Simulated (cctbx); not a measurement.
## In6Os across an absorption edge

Space group Cmcm (no. 63), a = 8.2140 Å, b = 7.2810 Å, c = 9.8810 Å, α = 90.00°, β = 90.00°, γ = 90.00°.

```
atom  mult.       x       y       z  Ueq (Å²)
 Os1      4     1/2  0.0375     3/4    0.0175
 In1      8  0.3273       0     1/2    0.0190
 In2      8     1/2  0.3494  0.5984    0.0246
 In3      8  0.6819  0.7113     3/4    0.0198
```

The model was made for the exercise: a known structure type with other elements put in, its volume estimated, not relaxed; displacement parameters are assumed.

Calculated with cctbx: free-atom f′ and f″ from the Sasaki tables, no fine structure; amplitudes in electrons.

```csv
E (eV),F 0 0 2,F 3 1 0,F 0 2 1,F 2 2 0
10271,130.3,193.8,79.3,102.8
10621,123.4,199.9,76.2,96.8
10751,117.8,205.0,73.7,92.0
10811,112.4,210.0,71.3,87.3
10841,107.0,215.0,68.8,82.6
10856,101.7,220.0,66.5,78.0
10863,97.0,224.4,64.3,73.9
10867,92.0,229.1,62.1,69.6
10875,95.0,230.9,62.9,72.9
10879,100.9,225.0,65.7,77.9
10886,105.9,220.0,68.0,82.2
10901,111.4,214.6,70.5,86.9
10931,116.8,209.2,72.9,91.5
11021,123.4,202.6,75.9,97.2
11271,131.0,194.8,79.4,103.7
```

**Question.** Which edge is crossed, and why do the reflections move as they do?

The L3 edge of Os. The edge is at 10871 eV. f′ of Os falls from -12.1 e at 10751 eV to -18.6 e at 4 eV below it, and f″ steps from 3.84 to 10.20 e across it. Over that approach |F| changes by -22 % (0 0 2), +12 % (3 1 0), -16 % (0 2 1) and -24 % (2 2 0): a reflection falls where Os scatters in phase with the total and rises where it scatters against it; it hardly moves where the Os term is small or cancels by symmetry. Above the edge the larger f″ enters the imaginary part, where it can add to or cancel the other atoms' f″. The structure is centrosymmetric, so Friedel mates stay equal.

[Logs are printed without paths, hosts, clocks, repeated set-up lines and the standing remarks that a program may print on its own settings, such as how far it seeks lower states.]
